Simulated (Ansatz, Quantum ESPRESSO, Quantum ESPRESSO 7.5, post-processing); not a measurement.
# Ballistic transmission: Ge chain with one bond drawn out by 2.0 Å

How well does the junction conduct in the ballistic limit? It is: Ge chain with one bond drawn out by 2.0 Å.

Main program and level: Quantum ESPRESSO 7.5; plane-wave DFT, PBE, GBRV ultrasoft pseudopotentials (cross-check by Ansatz 0.2.0 with PAW datasets).

Report form: the programs' logs are mostly left out.

### Step 1. Set-up

The cell holds 10 atoms: 10 Ge. Its edges and angles: a = 7.500 Å, b = 7.500 Å, c = 25.500 Å, α = 90.0°, β = 90.0°, γ = 90.0°. Regions: left lead, 5 atoms (5 Ge); right lead, 5 atoms (5 Ge). Vacuum lies along a and b. The structure is stacked along c, and the current runs across the ab planes.

### Step 2. Ground state

One periodic cell holds a stretch of lead, the junction and more lead; the atoms stay as built.

scf.in

```
&control
  prefix = 'scf'
  outdir = './out'
  pseudo_dir = './pseudo'
  calculation = 'scf'
  tprnfor = .true.
/
&system
  ibrav = 0
  nat = 10
  ntyp = 1
  ecutwfc = 34
  ecutrho = 170
  occupations = 'smearing'
  smearing = 'mv'
  degauss = 0.01
/
&electrons
  conv_thr = 1e-07
  mixing_beta = 0.25
  electron_maxstep = 120
  mixing_mode = 'local-TF'
/
ATOMIC_SPECIES
  Ge  72.6300  ge_pbe_v1.4.uspp.F.UPF
CELL_PARAMETERS angstrom
  7.50000000000000 0.00000000000000 0.00000000000000
  0.00000000000000 7.50000000000000 0.00000000000000
  0.00000000000000 0.00000000000000 25.50000000000000
ATOMIC_POSITIONS crystal
  Ge  0.500000000000 0.500000000000 0.000000000000
  Ge  0.500000000000 0.500000000000 0.092156862745
  Ge  0.500000000000 0.500000000000 0.184313725490
  Ge  0.500000000000 0.500000000000 0.276470588235
  Ge  0.500000000000 0.500000000000 0.368627450980
  Ge  0.500000000000 0.500000000000 0.539215686275
  Ge  0.500000000000 0.500000000000 0.631372549020
  Ge  0.500000000000 0.500000000000 0.723529411765
  Ge  0.500000000000 0.500000000000 0.815686274510
  Ge  0.500000000000 0.500000000000 0.907843137255
K_POINTS automatic
  1 1 3 0 0 0
```

Started as:

```console
$ OMP_NUM_THREADS=1 mpirun -n 2 pw.x -nk 1 -in scf.in > scf.out
```

Run time: 2.4 min. Hardware: 2 MPI ranks of Arm Neoverse V1, shared host; peak memory 1.6 GiB; 4.8 min of CPU time.

This step gave:

* free energy: -29052.2119 eV
* Fermi energy: -2.771 eV

The program's own clock; routines nest. Time by routine:

| routine | wall time (s) | calls |
| --- | --- | --- |
| PWSCF | 144.5 | 1 |
| electrons | 138.7 | 1 |
| c_bands | 87.88 | 16 |
| cegterg | 86.14 | 32 |
| h_psi | 57.31 | 147 |
| fftw | 49.65 | 14474 |
| vloc_psi | 42.99 | 147 |
| sum_band | 25.13 | 16 |
| mix_rho | 13.26 | 16 |
| newd | 10.88 | 16 |
| calbec | 10.71 | 187 |
| ffts | 8.5 | 1754 |
| h_psi:calbec | 6.89 | 147 |
| add_vuspsi | 6.81 | 147 |

The run needed 15 iterations to bring the estimated error under 1e-07 Ry; the largest force on any atom, held or free, is 0.88 eV/Å.

### Step 3. The open system

prefixt takes both regions from one run: the lead from 0 to bdl, the scattering region from bdl to bds (units of alat). ikind = 1 puts the same lead on both sides. The program's T_tot counts both spins in a run without spin; the tables below give T per spin.

cond.in

```
&inputcond
  outdir = './out'
  prefixt = 'scf'
  tran_file = 'cond.dat'
  bdl = 0.6266666667
  bds = 3.4000000000
  ikind = 1
  ewind = 4.0
  epsproj = 1e-05
  nz1 = 7
  energy0 = 2.0
  denergy = -0.1
/
1
  0.00000000 0.00000000 1.00000000
41
```

Started as:

```console
$ OMP_NUM_THREADS=1 mpirun -n 2 pwcond.x -in cond.in > cond.out
```

The job ended after 4.6 min (2 MPI ranks; peak memory 0.61 GiB; 9.1 min of CPU time).

Numbers from this step:

- lead channels at the Fermi level, one spin: 3
- transmission at the Fermi level, one spin: 0.1733
- conductance: 0.1733 G₀

Per spin. Open channels against energy, zero at the Fermi level:

| energy (eV) | open channels |
| --- | --- |
| -2.00 | 1 |
| -1.90 | 1 |
| -1.70 | 1 |
| -1.60 | 1 |
| -1.40 | 1 |
| -1.30 | 1 |
| -1.20 | 1 |
| -1.00 | 3 |
| -0.90 | 3 |
| -0.80 | 3 |
| -0.60 | 3 |
| -0.50 | 3 |
| -0.30 | 3 |
| -0.20 | 3 |
| -0.10 | 3 |
| 0.00 | 3 |
| 0.10 | 3 |
| 0.20 | 3 |
| 0.30 | 3 |
| 0.50 | 3 |
| 0.60 | 1 |
| 0.80 | 3 |
| 0.90 | 3 |
| 1.00 | 3 |
| 1.20 | 3 |
| 1.30 | 3 |
| 1.40 | 3 |
| 1.60 | 3 |
| 1.70 | 3 |
| 1.90 | 3 |
| 2.00 | 3 |

Per spin. Table of transmission by energy, zero at the Fermi level:

| energy (eV) | transmission |
| --- | --- |
| -2.00 | 0.0417 |
| -1.80 | 0.0456 |
| -1.60 | 0.0499 |
| -1.40 | 0.0547 |
| -1.20 | 0.0599 |
| -1.00 | 0.0687 |
| -0.90 | 0.0741 |
| -0.70 | 0.0870 |
| -0.50 | 0.103 |
| -0.30 | 0.122 |
| -0.10 | 0.153 |
| 0.00 | 0.173 |
| 0.10 | 0.193 |
| 0.30 | 0.205 |
| 0.50 | 0.186 |
| 0.70 | 0.122 |
| 0.90 | 0.182 |
| 1.00 | 0.184 |
| 1.20 | 0.195 |
| 1.40 | 0.211 |
| 1.60 | 0.232 |
| 1.80 | 0.257 |
| 2.00 | 0.282 |

The program's own clock; routines nest. Time by routine:

| routine | wall time (s) | calls |
| --- | --- | --- |
| PWCOND | 273.2 | 1 |
| scatter_forw | 235.7 | 82 |
| compbs | 17.97 | 41 |
| local | 14.9 | 1 |
| compbs_2 | 14.68 | 41 |
| init | 1.29 | 1 |
| poten | 0.08 | 1 |

At no point does T exceed the number of channels. That doesn't clear the run: at some energies its lead has fewer channels than the second code's.

### Step 4. The open system, with epsproj = 0.01

A sensitivity test on the input.

cond.w.in, as its differences from the input of step 3:

```diff
@@ -3,3 +3,3 @@
   prefixt = 'scf'
-  tran_file = 'cond.dat'
+  tran_file = 'cond.w.dat'
   bdl = 0.6266666667
@@ -8,3 +8,3 @@
   ewind = 4.0
-  epsproj = 1e-05
+  epsproj = 0.01
   nz1 = 7
```

Started as:

```console
$ OMP_NUM_THREADS=1 mpirun -n 2 pwcond.x -in cond.w.in > cond.w.out
```

The job ended after 1.9 min (2 MPI ranks; peak memory 0.61 GiB; 3.9 min of CPU time).

The changed values were drawn from a wide range, not chosen for quality; the comparison shows what they did here together.

Beside the run it was changed from:

| quantity | this run | unchanged run | difference |
| --- | --- | --- | --- |
| transmission at the Fermi level, one spin | 0.1717 | 0.1733 | -0.0016 |
| lead channels at the Fermi level, one spin | 3 | 3 | 0 |
| wall time (s) | 117 | 274 |  |

Over all energies T moves by up to 0.0016, at -0 eV.

The physical values in this table move by up to 0.94 %.

### Step 5. Cross-check with Ansatz

As a check, the same structure is run in Ansatz.

Level of this step: plane-wave DFT, PBE, Ansatz PAW (Ansatz 0.2.0).

input.yaml

```yaml
crystal:
  lattice:
    - [7.5, 0.0, 0.0]
    - [0.0, 7.5, 0.0]
    - [0.0, 0.0, 25.5]
  atoms:
    - { symbol: Ge, position: [0.5, 0.5, 0.0] }
    - { symbol: Ge, position: [0.5, 0.5, 0.0921568627] }
    - { symbol: Ge, position: [0.5, 0.5, 0.1843137255] }
    - { symbol: Ge, position: [0.5, 0.5, 0.2764705882] }
    - { symbol: Ge, position: [0.5, 0.5, 0.368627451] }
    - { symbol: Ge, position: [0.5, 0.5, 0.5392156863] }
    - { symbol: Ge, position: [0.5, 0.5, 0.631372549] }
    - { symbol: Ge, position: [0.5, 0.5, 0.7235294118] }
    - { symbol: Ge, position: [0.5, 0.5, 0.8156862745] }
    - { symbol: Ge, position: [0.5, 0.5, 0.9078431373] }
kpoints:
  mp_grid: { grid: [1, 1, 4] }
hamiltonian:
  xc: pbe
scf:
  occupations: { method: fermi_dirac, width: 0.1 }
  convergence: { dr2_threshold: 1.0e-08 }
output:
  transmission:
    leads: [[0, 1]]
    e_range: [-2.0, 2.0]
    de: 0.05
    kmesh: [1, 1]
    reduced_basis: true
  write_potential: true
  write_density: true
  volumetric_format: npy
  elf: true
```

Started as:

```console
$ ansatz run input.yaml --threads 2 --pin off --max-ram 4096MiB --backend cpu --events-out ev --progress --plain --runs-dir out
```

Run time: 50 s. Hardware: 2 threads; peak memory 1.8 GiB; 96 s of CPU time.

This step gave:

```
free energy                                  : -42933.8137 eV
energy at zero smearing                      : -42933.6641 eV
smearing term TS                             : 0.2992 eV
Fermi energy                                 : -2.671 eV
symmetry operations                          : 16
transmission at the Fermi level, one spin    : 0.1753
step of the lead's Hamiltonian over a period : 78.3 meV
```

Per spin. Transmission against energy, zero at the Fermi level:

energy (eV), transmission and a bar from the least value:
```
    -2.00      0.042 
    -1.90      0.045 
    -1.80      0.047 #
    -1.70      0.049 #
    -1.55      0.053 #
    -1.45      0.056 ##
    -1.35      0.058 ##
    -1.25      0.061 ##
    -1.15      0.064 ###
    -1.05      0.070 ###
    -0.90      0.080 #####
    -0.80      0.085 #####
    -0.70      0.091 ######
    -0.60      0.098 #######
    -0.50      0.108 ########
    -0.40      0.121 ##########
    -0.25      0.145 #############
    -0.15      0.161 ##############
    -0.05      0.172 ################
     0.00      0.175 ################
     0.05      0.177 ################
     0.15      0.178 ################
     0.25      0.176 ################
     0.40      0.173 ################
     0.50      0.172 ################
     0.60      0.173 ################
     0.70      0.175 ################
     0.80      0.178 #################
     0.90      0.183 #################
     1.05      0.192 ##################
     1.15      0.199 ###################
     1.25      0.206 ####################
     1.35      0.215 #####################
     1.45      0.225 ######################
     1.55      0.235 #######################
     1.70      0.251 #########################
     1.80      0.263 ###########################
     1.90      0.276 ############################
     2.00      0.289 ##############################
```

Per spin. The open channels by energy, zero at the Fermi level:

| energy (eV) | open channels |
| --- | --- |
| -2.000 | 1 |
| -1.800 | 1 |
| -1.600 | 1 |
| -1.400 | 1 |
| -1.200 | 1 |
| -1.000 | 3 |
| -0.800 | 3 |
| -0.600 | 3 |
| -0.400 | 3 |
| -0.200 | 3 |
| 0.000 | 3 |
| 0.200 | 3 |
| 0.400 | 3 |
| 0.600 | 3 |
| 0.800 | 3 |
| 1.000 | 3 |
| 1.200 | 3 |
| 1.400 | 3 |
| 1.600 | 3 |
| 1.800 | 3 |
| 2.000 | 3 |

ELF in the ca plane at fractional y = 0.500, with atoms of Ge within 0.2 Å of it. It is the smooth field of the valence electrons, not physical close to the nuclei.

Values, 11 rows by 16 columns, each cell a mean:
```
0.01 0.00 0.00 0.00 0.01 0.01 0.01 0.01 0.01 0.01 0.01 0.01 0.01 0.01 0.01 0.01
0.11 0.03 0.00 0.07 0.12 0.13 0.17 0.09 0.08 0.09 0.08 0.13 0.08 0.11 0.08 0.09
0.42 0.17 0.03 0.33 0.40 0.35 0.46 0.31 0.30 0.34 0.27 0.42 0.28 0.39 0.29 0.32
0.65 0.43 0.09 0.65 0.57 0.53 0.59 0.52 0.52 0.54 0.49 0.58 0.49 0.57 0.50 0.53
0.38 0.58 0.18 0.64 0.28 0.49 0.32 0.44 0.41 0.34 0.49 0.28 0.49 0.30 0.43 0.40
0.20 0.59 0.21 0.57 0.09 0.44 0.14 0.34 0.29 0.19 0.43 0.08 0.45 0.12 0.33 0.27
0.49 0.56 0.16 0.67 0.40 0.52 0.42 0.48 0.46 0.42 0.51 0.39 0.52 0.41 0.48 0.46
0.64 0.36 0.07 0.58 0.58 0.49 0.61 0.48 0.48 0.53 0.44 0.59 0.44 0.57 0.46 0.50
0.31 0.11 0.02 0.23 0.30 0.28 0.37 0.24 0.22 0.25 0.21 0.33 0.21 0.30 0.21 0.24
0.06 0.02 0.00 0.04 0.07 0.08 0.10 0.05 0.04 0.05 0.05 0.07 0.05 0.06 0.04 0.05
0.00 0.00 0.00 0.00 0.00 0.00 0.00 0.00 0.00 0.00 0.00 0.00 0.00 0.00 0.00 0.00
```
Columns run along c (16.0 Å, from fractional 0.37 to 1.00 of the cell), rows up along a (7.5 Å). Atoms in or near the plane, at fractional coordinates: Ge at (0.00, 0.50), Ge at (0.54, 0.50), Ge at (0.63, 0.50), Ge at (0.72, 0.50), Ge at (0.82, 0.50), Ge at (0.91, 0.50).

Electrostatic potential energy in the ca plane at fractional y = 0.500, with atoms of Ge within 0.2 Å of it. With pseudopotentials it is smooth inside the atoms' cores, unlike the true potential.

Values in eV, 11 rows by 16 columns, each cell a mean:
```
  2   2   2   2   2   2   2   2   2   2   2   2   2   2   2   2
  2   2   2   2   2   2   2   2   2   2   2   2   2   2   2   2
  1   1   1   1   1   2   2   2   1   1   2   1   2   1   2   2
 -3   1   1  -1  -4   0  -3  -1  -2  -3  -1  -4   0  -3  -1  -2
-26  -2   1 -10 -30 -10 -27 -17 -20 -25 -12 -30 -10 -28 -16 -20
-36  -3   1 -16 -40 -18 -37 -25 -29 -35 -20 -39 -18 -37 -25 -29
-18  -1   1  -6 -22  -6 -19 -11 -13 -18  -8 -21  -6 -20 -11 -14
 -1   1   1   0  -1   1   0   0   0  -1   0  -1   1  -1   0   0
  1   1   2   1   1   2   2   2   2   2   2   2   2   2   2   2
  2   2   2   2   2   2   2   2   2   2   2   2   2   2   2   2
  2   2   2   2   2   2   2   2   2   2   2   2   2   2   2   2
```
Columns run along c (16.0 Å, from fractional 0.37 to 1.00 of the cell; values clipped at the 3rd and 97th percentile), rows up along a (7.5 Å). Atoms in or near the plane, at fractional coordinates: Ge at (0.00, 0.50), Ge at (0.54, 0.50), Ge at (0.63, 0.50), Ge at (0.72, 0.50), Ge at (0.82, 0.50), Ge at (0.91, 0.50).

Ansatz finds T = 0.175 against pwcond's 0.173.

### Step 6. All levels side by side

All levels:

| step | T at the Fermi level (per spin) | conductance (G0) | r.m.s. T(E) from the first | CPU time of the step (s) | peak memory (GiB) |
| --- | --- | --- | --- | --- | --- |
| Ansatz | 0.1753 | - | 0 | 95.72 | 1.781 |
| pwcond | 0.1733 | 0.1733 | 0.01562 | 547.3 | 0.61 |
| pwcond, changed setting | 0.1717 | 0.1717 | 0.016 | 233.3 | 0.61 |

Per spin. Table of transmission by energy, zero at the Fermi level:

| energy (eV) | Ansatz | pwcond | pwcond, changed setting |
| --- | --- | --- | --- |
| -2.00 | 0.0424 | 0.0417 | 0.0413 |
| -1.90 | 0.0446 | 0.0436 | 0.0433 |
| -1.80 | 0.0469 | 0.0456 | 0.0453 |
| -1.70 | 0.0492 | 0.0477 | 0.0474 |
| -1.60 | 0.0517 | 0.0499 | 0.0496 |
| -1.50 | 0.0542 | 0.0523 | 0.0519 |
| -1.40 | 0.0568 | 0.0547 | 0.0544 |
| -1.20 | 0.0622 | 0.0599 | 0.0596 |
| -1.10 | 0.0664 | 0.0627 | 0.0623 |
| -1.00 | 0.0733 | 0.0687 | 0.0681 |
| -0.90 | 0.0799 | 0.0741 | 0.0735 |
| -0.80 | 0.0853 | 0.0801 | 0.0794 |
| -0.70 | 0.0910 | 0.0870 | 0.0863 |
| -0.60 | 0.0984 | 0.0946 | 0.0939 |
| -0.50 | 0.108 | 0.103 | 0.102 |
| -0.40 | 0.121 | 0.112 | 0.111 |
| -0.30 | 0.137 | 0.122 | 0.121 |
| -0.20 | 0.153 | 0.136 | 0.135 |
| -0.10 | 0.167 | 0.153 | 0.151 |
| 0.00 | 0.175 | 0.173 | 0.172 |
| 0.10 | 0.178 | 0.193 | 0.192 |
| 0.20 | 0.177 | 0.205 | 0.204 |
| 0.30 | 0.175 | 0.205 | 0.205 |
| 0.40 | 0.173 | 0.197 | 0.198 |
| 0.50 | 0.172 | 0.186 | 0.187 |
| 0.60 | 0.173 | 0.118 | 0.118 |
| 0.70 | 0.175 | 0.122 | 0.122 |
| 0.80 | 0.178 | 0.181 | 0.182 |
| 0.90 | 0.183 | 0.182 | 0.182 |
| 1.00 | 0.188 | 0.184 | 0.184 |
| 1.10 | 0.195 | 0.189 | 0.189 |
| 1.20 | 0.202 | 0.195 | 0.194 |
| 1.40 | 0.220 | 0.211 | 0.211 |
| 1.50 | 0.230 | 0.221 | 0.221 |
| 1.60 | 0.240 | 0.232 | 0.232 |
| 1.70 | 0.251 | 0.244 | 0.243 |
| 1.80 | 0.263 | 0.257 | 0.256 |
| 1.90 | 0.276 | 0.270 | 0.269 |
| 2.00 | 0.289 | 0.282 | 0.281 |

### Step 7. The arithmetic

G = 0.173 × 77.48 µS = 13.4 µS a cell, a resistance of 74.5 kΩ.

### Step 8. Outcome

* conductance from T at the Fermi level, a cell (G₀ = 2e²/h): 0.173 G₀
* lead channels per spin: 3.00
* the same conductance by Ansatz: 0.175 G₀

In words: The junction conducts 0.173 G₀ a cell at the Fermi level (PBE, GBRV ultrasoft). At the Fermi level the junction passes 5.8 % of what the leads offer. At the Fermi level pwcond and Ansatz differ by 1.1 %, a close match. Ansatz finds a step of 78 meV across the lead's period inside the junction cell: the lead is too short to be bulk-like, which bears on both codes. Over -2 to 2 eV, T lies between 0.042 and 0.28 per spin. pwcond's lead, cut out of the junction cell, has fewer channels than Ansatz's near 0.6 and 0.7 eV, so its T is in doubt there. The geometry is as built, not relaxed, and the leads are short.

[Logs are printed without paths, hosts, clocks, repeated set-up lines and the standing remarks that a program may print on its own settings, such as how far it seeks lower states.]

[Hosts, paths, dates, database ids (printed as entryN), source tags and the programs' standing remarks are cut or masked in the printed files.]

[Maps of the electrostatic potential energy from Ansatz leave out the sawtooth potential of an applied field or a dipole correction, so their vacuum need not be flat; planar profiles and work functions include it.]
